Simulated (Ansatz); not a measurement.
**Work function of Nb(110): what the settings cost and change**

Aim: the work function of Nb(110) against thickness and vacuum, with the cost.

Calculated with Ansatz 0.2.0; plane-wave DFT, PBE, Ansatz PAW.

Experimental background.

“Anisotropic work function of elemental crystals” (2019, arxiv:1902.07811) quotes from earlier work for Nb (clean (110) face, a compiled value): work function (clean (110) face, a compiled value) 4.63 eV.

## 1. The structure

The cell holds 1 atom: 1 Nb. Its edges and angles: a = 2.858 Å, b = 2.858 Å, c = 18.000 Å, α = 90.0°, β = 90.0°, γ = 70.5°. Vacuum lies along c.

Structure file:

```cif
data_structure
_symmetry_space_group_name_H-M 'P 1'
_symmetry_Int_Tables_number 1
_cell_length_a 2.8579
_cell_length_b 2.8579
_cell_length_c 18.0000
_cell_angle_alpha 90.000
_cell_angle_beta 90.000
_cell_angle_gamma 70.529
_cell_volume 138.61
loop_
_atom_site_label
_atom_site_type_symbol
_atom_site_fract_x
_atom_site_fract_y
_atom_site_fract_z
_atom_site_occupancy
Nb1 Nb 0.00000 0.00000 0.50000 1
```

## 2. Run, setting 1 layer

A work function rests on the faint tail of the density, so the SCF threshold is tight. The slab grows from one layer, at fixed mesh and 18 Å of vacuum; then the vacuum is varied on one slab.

Contents of input.yaml:

```yaml
crystal:
  lattice:
    - [2.3334523779, -1.65, 0.0]
    - [2.3334523779, 1.65, 0.0]
    - [0.0, 0.0, 18.0]
  atoms:
    - { symbol: Nb, position: [0.0, 0.0, 0.5] }
kpoints:
  mp_grid: { grid: [15, 15, 1] }
hamiltonian:
  xc: pbe
scf:
  occupations: { method: fermi_dirac, width: 0.1 }
  convergence: { dr2_threshold: 1.0e-09 }
efield:
  axis: 3
  dipole_correction: true
  ramp_position: 0.97
  ramp_width: 0.06
output:
  write_potential: true
  write_density: true
  volumetric_format: npy
  elf: true
```

Command:

```console
ansatz run input.yaml --threads 2 --pin off --max-ram 3072MiB --backend cpu --events-out ev --progress --plain --runs-dir out
```

Numbers of over 12 decimals in the logs are rounded to 6 here.

The program printed:

```text
Engine: ansatz 0.2.0, aarch64-unknown-linux-gnu
Pseudopotentials: kind: paw
Pseudopotential: Nb, paw, valence charge 13, recommended cutoff 420 eV (normal), Nb.paw.azcp
Functional definition: PBE
  parameter kappa = 0.804
  parameter beta = 0.066725
  exchange = pbe_x(kappa = kappa, mu = beta*pi^2/3)
  correlation = pbe_c(beta = beta)
Crystal: 1 atoms, lattice volume = 138.607 Å³
Basis set: ecut = 420 eV, 2731 PW (Γ)
Bands: 11, of which v1, the nominal top of the filled ones, is band 7 counted from 1 (6 counted from 0)
Symmetry: 4 space group operations
k-points: 64 of 225
Non-local potential: Nb, projectors of the file, l = 0: 3, l = 1: 2, l = 2: 2, l = 3: 1
PAW form: soft (Blöchl's): semilocal exchange-correlation on the pseudo side does not see the compensation charge
PAW one-centre angular grid: Nb, 590 points (default); XC on 64 Gauss nodes
Initial density: superposition of atomic densities (neutral atoms: chi_scale 0, normalization atom), corrected by the library's trained network
Initial wavefunctions: pseudopotential atomic-orbital guess
Functional: x = pbe(κ = 0.804, μ = 0.219515), c = pbe(β = 0.066725)
SCF iter   1: F=—  HF=-4549.800577 eV  |F-HF|=—  |Δ(HF+E_count)|=         —  Δρ=2.90e-3  dr2=2.57e-2  ethr=1.77e-3  p=-0.000 e·Å  D=-3.85e-15 V/Å  ΔV_dip=0.00 eV  dr2_dipole=2.80e-11  V_vac-E_F(+/−)=4.38/4.38 eV  ⟨swp⟩=5.6  Hψ=4373  notcnv=0
efield: sawtooth ramp at fractional position 0.9700 (set: `efield.ramp_position`, or a place that a band, a saddle search or an elastic batch's reference lends), width 0.0600; the density the first Hamiltonian is built on has a dipole p = -0.000 e·Å; the dipole correction subtracts the counter field D = -3.85e-15 V/Å, which shifts the + side's vacuum level by +0.00 eV against the − side's; the planar-averaged density in the ramp window peaks in size at 2.7e-6 e/Å³
preconditioner: auto → LDOS  [metal: Δε(μ)=0.064 eV  Ē_g=4.032 eV  σ=0.100 eV  W_gap=0.16  n_scr=10 (ndim 8)  ℏωp=7.1 eV  f_vac=0.712  D(μ)=1.66/eV (n_scr^D=8)  β→1.0]
SCF iter   2: F=—  HF=-4549.798947 eV  |F-HF|=—  |Δ(HF+E_count)|=   1.63e-3  Δρ=1.47e-3  dr2=1.96e-3  ethr=1.98e-4  p=0.000 e·Å  D=1.31e-6 V/Å  ΔV_dip=-0.00 eV  dr2_dipole=2.47e-11  V_vac-E_F(+/−)=4.57/4.57 eV  ⟨swp⟩=2.6  Hψ=1690  notcnv=0
SCF iter   3: F=—  HF=-4549.799165 eV  |F-HF|=—  |Δ(HF+E_count)|=   2.18e-4  Δρ=3.72e-4  dr2=4.88e-4  ethr=1.51e-5  p=0.000 e·Å  D=4.47e-7 V/Å  ΔV_dip=-0.00 eV  dr2_dipole=4.93e-13  V_vac-E_F(+/−)=4.58/4.58 eV  ⟨swp⟩=2.9  Hψ=1162  notcnv=0
SCF iter   4: F=—  HF=-4549.799106 eV  |F-HF|=—  |Δ(HF+E_count)|=   5.92e-5  Δρ=1.02e-4  dr2=6.89e-5  ethr=3.75e-6  p=0.000 e·Å  D=2.86e-8 V/Å  ΔV_dip=-0.00 eV  dr2_dipole=5.77e-14  V_vac-E_F(+/−)=4.60/4.60 eV  ⟨swp⟩=1.3  Hψ=748  notcnv=0
SCF iter   5: F=—  HF=-4549.799101 eV  |F-HF|=—  |Δ(HF+E_count)|=   5.37e-6  Δρ=2.44e-5  dr2=3.81e-6  ethr=5.30e-7  p=-0.000 e·Å  D=-6.75e-9 V/Å  ΔV_dip=0.00 eV  dr2_dipole=7.17e-15  V_vac-E_F(+/−)=4.62/4.62 eV  ⟨swp⟩=1.8  Hψ=813  notcnv=0
SCF iter   6: F=—  HF=-4549.799100 eV  |F-HF|=—  |Δ(HF+E_count)|=   3.54e-7  Δρ=9.09e-6  dr2=9.09e-8  ethr=2.93e-8  p=-0.000 e·Å  D=-2.46e-8 V/Å  ΔV_dip=0.00 eV  dr2_dipole=3.06e-14  V_vac-E_F(+/−)=4.63/4.63 eV  ⟨swp⟩=2.1  Hψ=895  notcnv=0
SCF iter   7: F=—  HF=-4549.799100 eV  |F-HF|=—  |Δ(HF+E_count)|=   2.04e-7  Δρ=1.20e-6  dr2=1.26e-9  ethr=6.99e-10  p=-0.000 e·Å  D=-4.63e-9 V/Å  ΔV_dip=0.00 eV  dr2_dipole=3.84e-16  V_vac-E_F(+/−)=4.63/4.63 eV  ⟨swp⟩=2.4  Hψ=1238  notcnv=0
SCF iter   8: F=-4549.799100 eV  HF=-4549.799100 eV  |F-HF|=1.23e-10  |Δ(HF+E_count)|=   4.66e-9  Δρ=2.81e-7  dr2=7.09e-11  ethr=7.69e-12  p=-0.000 e·Å  D=-5.16e-9 V/Å  ΔV_dip=0.00 eV  dr2_dipole=1.05e-15  V_vac-E_F(+/−)=4.63/4.63 eV  ⟨swp⟩=4.0  Hψ=2399  notcnv=0
SCF 1 converged in 8 iterations: F = -4549.799100 eV  dr2 = 7.09e-11
  greatest PAW one-centre occupation: 0.998 electrons in one spin orbital (limit 2), on the Nb atom at site 0 (counted from 0), in its partial waves of l = 0
WARN: The output density's exchange-correlation potential varies sharply where the density is thin. Do not read a vacuum level from v_tot or v_xc, or from such a field of the output density. On a cell that repeats whose density bears no net charge and no dipole along the vacuum's axis use v_es (v_loc + v_h of the components); under efield.dipole_correction with no amplitude use v_es + v_field, which holds any externa [...]
SCF converged after 8 iterations
Free energy (F): -4549.799100 eV
Harris-Foulkes:  -4549.799100 eV  (|F-HF|=1.23e-10)
Internal energy: -4549.744553 eV  (E = F + TS)
E sigma→0 (E₀):  -4549.771827 eV
Entropy (-TS):   -0.054547 eV (-54.547 meV/atom)
Fermi energy:    -1.492428 eV
Dipole field:    D = 0.000000 V/Å  (p = 0.000000 e·Å, saw-weighted, corrected)
Work function:   Φ+ = 4.6261 eV   Φ− = 4.6261 eV
Levels:          The Fermi level and band energies are counted from a zero that moves with the ramp; work functions are not
--- Per-component energies (eV) ---
  E_band       = -321.388705
  E_kinetic    = 388.023165
  E_local      = -5637.531305  (includes V_loc(G=0)·N_el)
  E_nonlocal   = 121.654524
  E_hartree    = 2560.788135
  E_xc         = -171.411925
  E_vxc        = -207.366297  (∫ρ·V_xc dr)
  E_paw        = -3073.601462  (= ΣΔE_a)
  E_vpaw       = -107.745232  (= ΣTr[D̂ρ^β])
  E_aug_tail   = 0.000007  (compensation charges beyond the density's cutoff)
  E_efield     = 0.000000  (sawtooth field / dipole correction)
  E_vefield    = 0.000000  (∫n·V_field dr)
  E_ewald      = 1262.334308
  E_smearing   = -0.054547  (= −TS)
  E_closure    = 0.000000  (closes the sum)
  Σ components = -4549.799100   (vs F -4549.799100, Δ=0.00e0)
--- Band table (eV; the first three rows and the last of 64) ---
  k-point 0: bands = [... 3 lower, -31.7601, -5.5592, -2.5140, -2.2684, -0.8501, 1.0127, 1.1060, 1.6522]
  k-point 1: bands = [... 3 lower, -31.7831, -5.4153, -2.4769, -2.2034, -0.9540, 0.9812, 1.1484, 1.6063]
  k-point 2: bands = [... 3 lower, -31.8313, -5.0165, -2.3901, -1.9947, -1.2520, 0.9476, 1.2912, 1.5358]
  k-point 63: bands = [... 3 lower, -32.5008, -4.1851, -2.6935, -0.5844, 0.2810, 2.2492, 4.4179, 6.0114]
```

It took 14 s on 2 threads of Arm Neoverse N1, shared host; peak memory 0.45 GiB.

Numbers from this step:

```
energy at zero smearing   : -4549.7718 eV
work function, upper face : 4.626 eV
```

Running mean over 2.333 Å of the planar mean; the ramp of the sawtooth is left out. Electron's electrostatic potential energy less the Fermi level against z:

```tsv
z (Å)	electron's electrostatic potential energy less the Fermi level (eV)
2.88	4.63
3.31	4.63
3.74	4.63
4.18	4.62
4.61	4.62
5.04	4.61
5.47	4.57
5.90	4.48
6.19	4.34
6.62	3.89
7.06	2.69
7.49	-0.286
7.92	-4.92
8.35	-8.98
8.78	-10.8
9.22	-10.8
9.65	-8.98
10.08	-4.92
10.51	-0.286
10.94	2.69
11.38	3.89
11.81	4.34
12.10	4.48
12.53	4.57
12.96	4.61
13.39	4.62
13.82	4.62
14.26	4.63
14.69	4.63
15.12	4.63
```

Electrostatic potential energy in the ca plane at fractional y = 0.000, with atoms of Nb within 0.2 Å of it. With pseudopotentials it is smooth inside the atoms' cores, unlike the true potential.

Ten even steps from '0' (-47 eV) to '9' (3 eV), each cell a mean:
```
99999999999999999997100058999999999999999999
99999999999999999998510278999999999999999999
99999999999999999999865789999999999999999999
99999999999999999999888899999999999999999999
99999999999999999999877899999999999999999999
99999999999999999998632579999999999999999999
99999999999999999997300068999999999999999999
99999999999999999986100048999999999999999999
```
Columns run along c (18.0 Å; values clipped at the 3rd and 97th percentile), rows up along a (2.9 Å). Atoms in or near the plane, at fractional coordinates: Nb at (0.50, 0.00).

Valence density in the ca plane at fractional y = 0.000, with atoms of Nb within 0.2 Å of it. It is the smooth field of the valence electrons, not physical close to the nuclei.

Values in e/Å³, 5 rows by 16 columns, each cell a mean:
```
0.0 0.0 0.0 0.0 0.0 0.0 0.0 2.1 2.9 0.1 0.0 0.0 0.0 0.0 0.0 0.0
0.0 0.0 0.0 0.0 0.0 0.0 0.0 0.5 0.6 0.1 0.0 0.0 0.0 0.0 0.0 0.0
0.0 0.0 0.0 0.0 0.0 0.0 0.0 0.2 0.3 0.1 0.0 0.0 0.0 0.0 0.0 0.0
0.0 0.0 0.0 0.0 0.0 0.0 0.0 0.9 1.2 0.1 0.0 0.0 0.0 0.0 0.0 0.0
0.0 0.0 0.0 0.0 0.0 0.0 0.0 2.5 3.3 0.1 0.0 0.0 0.0 0.0 0.0 0.0
```
Columns run along c (18.0 Å), rows up along a (2.9 Å). Atoms in or near the plane, at fractional coordinates: Nb at (0.50, 0.00).

ELF in the ca plane at fractional y = 0.000, with atoms of Nb within 0.2 Å of it. It is the smooth field of the valence electrons, not physical close to the nuclei.

Ten even steps from '0' (0.00) to '9' (0.75), each cell a mean:
```
00000000000000000001886940000000000000000000
00000000000000001111599831110000000000000000
00000000000000001233345433321000000000000000
00000000000000012455443455431000000000000000
00000000000000012344444344421000000000000000
00000000000000001222477522211000000000000000
00000000000000000001799940000000000000000000
00000000000000000001973950000000000000000000
```
Columns run along c (18.0 Å), rows up along a (2.9 Å). Atoms in or near the plane, at fractional coordinates: Nb at (0.50, 0.00).

The work function is 4.626 eV.

## 3. Run, 2 atoms

System of this step: Nb(110). The cell holds 2 atoms: 2 Nb. Its edges and angles: a = 2.858 Å, b = 2.858 Å, c = 20.333 Å, α = 90.0°, β = 90.0°, γ = 70.5°. Vacuum lies along c.

input.yaml, the sections that differ from step 2:

```yaml
crystal:
  lattice:
    - [2.3334523779, -1.65, 0.0]
    - [2.3334523779, 1.65, 0.0]
    - [0.0, 0.0, 20.3334523779]
  atoms:
    - { symbol: Nb, position: [0.0, 0.0, 0.4426203594] }
    - { symbol: Nb, position: [0.5, 0.5, 0.5573796406] }
output:
  write_potential: true
  write_density: true
  volumetric_format: npy
# kpoints, hamiltonian, scf, efield: as in step 2
```

The program printed:

```text
[...]
Crystal: 2 atoms, lattice volume = 156.576 Å³
Basis set: ecut = 420 eV, 3069 PW (Γ)
Bands: 17, of which v1, the nominal top of the filled ones, is band 13 counted from 1 (12 counted from 0)
Symmetry: 4 space group operations
k-points: 64 of 225
[...]
k-point 0: bands = [... 9 lower, -2.9175, -0.6421, 0.3203, 0.3441, 0.5042, 1.8860, 2.1452, 3.3514]
  k-point 1: bands = [... 9 lower, -2.7790, -0.6112, 0.2686, 0.3536, 0.5774, 1.7044, 2.1957, 3.2861]
  k-point 2: bands = [... 9 lower, -2.4042, -0.5361, 0.1309, 0.2982, 0.8285, 1.3099, 2.3499, 3.2413]
  k-point 63: bands = [... 9 lower, -2.1757, -1.9498, 0.1930, 1.1147, 2.5495, 3.6509, 3.6529, 3.9830]
[key lines of the parts left out:]
SCF converged after 8 iterations
Free energy (F): -9102.510816 eV
Fermi energy:    0.853497 eV
Dipole field:    D = -0.000000 V/Å  (p = -0.000000 e·Å, saw-weighted, corrected)
Work function:   Φ+ = 4.5030 eV   Φ− = 4.5030 eV
```

It took 22 s on 2 threads; peak memory 0.45 GiB; 43 s of CPU time.

The work function is 4.503 eV, -0.123 eV from the run “1 layer”, at 1.6 times its CPU time.

## 4. Slab, 3 atoms

System of this step: Nb(110). The cell holds 3 atoms: 3 Nb. Its edges and angles: a = 2.858 Å, b = 2.858 Å, c = 22.667 Å, α = 90.0°, β = 90.0°, γ = 70.5°. Vacuum lies along c.

input.yaml, the sections that differ from step 3:

```yaml
crystal:
  lattice:
    - [2.3334523779, -1.65, 0.0]
    - [2.3334523779, 1.65, 0.0]
    - [0.0, 0.0, 22.6669047558]
  atoms:
    - { symbol: Nb, position: [0.0, 0.0, 0.3970546529] }
    - { symbol: Nb, position: [0.5, 0.5, 0.5] }
    - { symbol: Nb, position: [0.0, 0.0, 0.6029453471] }
# kpoints, hamiltonian, scf, efield, output: as in step 3
```

The program printed:

```text
[...]
Crystal: 3 atoms, lattice volume = 174.544 Å³
Basis set: ecut = 420 eV, 3433 PW (Γ)
Bands: 24, of which v1, the nominal top of the filled ones, is band 20 counted from 1 (19 counted from 0)
Symmetry: 4 space group operations
k-points: 64 of 225
[...]
--- Band table (eV; the first three rows and the last of 64) ---
  k-point 0: bands = [... 16 lower, 1.5807, 1.9875, 2.3632, 2.3948, 2.7603, 3.4241, 3.9263, 5.1256]
  k-point 1: bands = [... 16 lower, 1.6031, 1.9461, 2.3351, 2.4653, 2.6655, 3.4743, 3.6887, 5.0369]
  k-point 2: bands = [... 16 lower, 1.6631, 1.8187, 2.1951, 2.3077, 2.8857, 3.1473, 3.6529, 4.9066]
  k-point 63: bands = [... 16 lower, 0.9768, 1.4090, 3.2393, 3.6080, 4.2690, 4.9467, 5.4758, 6.1589]
[key lines of the parts left out:]
SCF converged after 9 iterations
Free energy (F): -13654.889646 eV
Fermi energy:    2.560966 eV
Dipole field:    D = 0.000000 V/Å  (p = 0.000000 e·Å, saw-weighted, corrected)
Work function:   Φ+ = 4.5632 eV   Φ− = 4.5632 eV
```

The job ended after 36 s (2 threads; peak memory 0.54 GiB).

The work function is 4.563 eV, +0.060 eV from the run “2 layers”, at 1.6 times its CPU time.

## 5. Run, 4 atoms

System of this step: Nb(110). The cell holds 4 atoms: 4 Nb. Cell: a = 2.858 Å, b = 2.858 Å, c = 25.000 Å, α = 90.0°, β = 90.0°, γ = 70.5°. Vacuum lies along c.

input.yaml, the sections that differ from step 4:

```yaml
crystal:
  lattice:
    - [2.3334523779, -1.65, 0.0]
    - [2.3334523779, 1.65, 0.0]
    - [0.0, 0.0, 25.0003571337]
  atoms:
    - { symbol: Nb, position: [0.0, 0.0, 0.3599948573] }
    - { symbol: Nb, position: [0.5, 0.5, 0.4533316191] }
    - { symbol: Nb, position: [0.0, 0.0, 0.5466683809] }
    - { symbol: Nb, position: [0.5, 0.5, 0.6400051427] }
# kpoints, hamiltonian, scf, efield, output: as in step 4
```

The program printed:

```text
[...]
Crystal: 4 atoms, lattice volume = 192.513 Å³
Basis set: ecut = 420 eV, 3769 PW (Γ)
Bands: 32, of which v1, the nominal top of the filled ones, is band 26 counted from 1 (25 counted from 0)
Symmetry: 4 space group operations
k-points: 64 of 225
[...]
k-point 0: bands = [... 22 lower, 3.3957, 3.5435, 3.6352, 4.0308, 4.1857, 4.5157, 4.6927, 5.5889, ... 2 higher]
  k-point 1: bands = [... 22 lower, 3.4079, 3.4908, 3.6116, 4.0177, 4.2061, 4.3485, 4.7402, 5.3146, ... 2 higher]
  k-point 2: bands = [... 22 lower, 3.3169, 3.3856, 3.5512, 3.8480, 3.9916, 4.4745, 4.7480, 4.8957, ... 2 higher]
  k-point 63: bands = [... 22 lower, 2.6651, 3.2847, 3.8239, 5.3157, 5.4951, 6.2058, 6.3119, 6.6432, ... 2 higher]
[key lines of the parts left out:]
SCF converged after 9 iterations
Free energy (F): -18207.203437 eV
Fermi energy:    3.994074 eV
Dipole field:    D = -0.000000 V/Å  (p = -0.000000 e·Å, saw-weighted, corrected)
Work function:   Φ+ = 4.5327 eV   Φ− = 4.5327 eV
```

Elapsed: 48 s, on 2 threads; peak memory 0.65 GiB.

The work function is 4.533 eV, -0.030 eV from the run “3 layers”, at 1.3 times its CPU time.

## 6. Run, 5 atoms

System of this step: Nb(110). The cell holds 5 atoms: 5 Nb. Its edges and angles: a = 2.858 Å, b = 2.858 Å, c = 27.334 Å, α = 90.0°, β = 90.0°, γ = 70.5°. Vacuum lies along c.

input.yaml, the sections that differ from step 5:

```yaml
crystal:
  lattice:
    - [2.3334523779, -1.65, 0.0]
    - [2.3334523779, 1.65, 0.0]
    - [0.0, 0.0, 27.3338095117]
  atoms:
    - { symbol: Nb, position: [0.0, 0.0, 0.3292625565] }
    - { symbol: Nb, position: [0.5, 0.5, 0.4146312783] }
    - { symbol: Nb, position: [0.0, 0.0, 0.5] }
    - { symbol: Nb, position: [0.5, 0.5, 0.5853687217] }
    - { symbol: Nb, position: [0.0, 0.0, 0.6707374435] }
# kpoints, hamiltonian, scf, efield, output: as in step 5
```

The program printed:

```text
[...]
Crystal: 5 atoms, lattice volume = 210.481 Å³
Basis set: ecut = 420 eV, 4137 PW (Γ)
Bands: 39, of which v1, the nominal top of the filled ones, is band 33 counted from 1 (32 counted from 0)
Symmetry: 4 space group operations
k-points: 64 of 225
[...]
k-point 0: bands = [... 29 lower, 4.8126, 4.8470, 5.2739, 5.3080, 5.4137, 5.7661, 5.9797, 6.5581, ... 2 higher]
  k-point 1: bands = [... 29 lower, 4.7838, 4.8626, 5.1272, 5.2787, 5.4542, 5.7871, 5.8103, 6.6118, ... 2 higher]
  k-point 2: bands = [... 29 lower, 4.6332, 4.7876, 4.9554, 5.0936, 5.3624, 5.7558, 5.9071, 6.0374, ... 2 higher]
  k-point 63: bands = [... 29 lower, 4.5204, 5.0538, 5.7685, 6.7949, 6.9353, 7.2183, 7.8416, 7.8733, ... 2 higher]
[key lines of the parts left out:]
SCF converged after 10 iterations
Free energy (F): -22759.503686 eV
Fermi energy:    5.167618 eV
Dipole field:    D = -0.000000 V/Å  (p = -0.000000 e·Å, saw-weighted, corrected)
Work function:   Φ+ = 4.5447 eV   Φ− = 4.5447 eV
```

Wall time 67 s (2 threads); peak memory 0.75 GiB.

The work function is 4.545 eV, +0.012 eV from the run “4 layers”, at 1.4 times its CPU time.

## 7. Slab, 6 atoms

System of this step: Nb(110). The cell holds 6 atoms: 6 Nb. Its edges and angles: a = 2.858 Å, b = 2.858 Å, c = 29.667 Å, α = 90.0°, β = 90.0°, γ = 70.5°. Vacuum lies along c.

input.yaml, the sections that differ from step 6:

```yaml
crystal:
  lattice:
    - [2.3334523779, -1.65, 0.0]
    - [2.3334523779, 1.65, 0.0]
    - [0.0, 0.0, 29.6672618896]
  atoms:
    - { symbol: Nb, position: [0.0, 0.0, 0.3033646999] }
    - { symbol: Nb, position: [0.5, 0.5, 0.3820188199] }
    - { symbol: Nb, position: [0.0, 0.0, 0.46067294] }
    - { symbol: Nb, position: [0.5, 0.5, 0.53932706] }
    - { symbol: Nb, position: [0.0, 0.0, 0.6179811801] }
    - { symbol: Nb, position: [0.5, 0.5, 0.6966353001] }
# kpoints, hamiltonian, scf, efield, output: as in step 6
```

The program printed:

```text
[...]
Crystal: 6 atoms, lattice volume = 228.450 Å³
Basis set: ecut = 420 eV, 4469 PW (Γ)
Bands: 47, of which v1, the nominal top of the filled ones, is band 39 counted from 1 (38 counted from 0)
Symmetry: 4 space group operations
k-points: 64 of 225
[...]
k-point 0: bands = [... 35 lower, 5.7761, 5.9696, 6.2588, 6.3619, 6.4009, 6.4686, 6.6998, 7.2025, ... 4 higher]
  k-point 1: bands = [... 35 lower, 5.7450, 5.9764, 6.1614, 6.2448, 6.3287, 6.4959, 6.7401, 6.9835, ... 4 higher]
  k-point 2: bands = [... 35 lower, 5.6273, 5.8444, 5.9043, 6.0932, 6.1304, 6.5051, 6.7766, 6.9006, ... 4 higher]
  k-point 63: bands = [... 35 lower, 5.2345, 6.1706, 6.4728, 7.2612, 8.1003, 8.1617, 8.2042, 8.4119, ... 4 higher]
[key lines of the parts left out:]
SCF converged after 10 iterations
Free energy (F): -27311.810386 eV
Fermi energy:    6.170259 eV
Dipole field:    D = 0.000001 V/Å  (p = 0.000001 e·Å, saw-weighted, corrected)
Work function:   Φ+ = 4.5422 eV   Φ− = 4.5422 eV
```

The job ended after 91 s (2 threads; peak memory 0.89 GiB).

The work function is 4.542 eV, -0.003 eV from the run “5 layers”, at 1.3 times its CPU time.

(Part 1 of 2 ends here.)

[Logs are printed without paths, hosts, clocks, repeated set-up lines and the standing remarks that a program may print on its own settings, such as how far it seeks lower states.]

[Hosts, paths, dates, database ids (printed as entryN), source tags and the programs' standing remarks are cut or masked in the printed files.]

[Maps of the electrostatic potential energy from Ansatz leave out the sawtooth potential of an applied field or a dipole correction, so their vacuum need not be flat; planar profiles and work functions include it.]
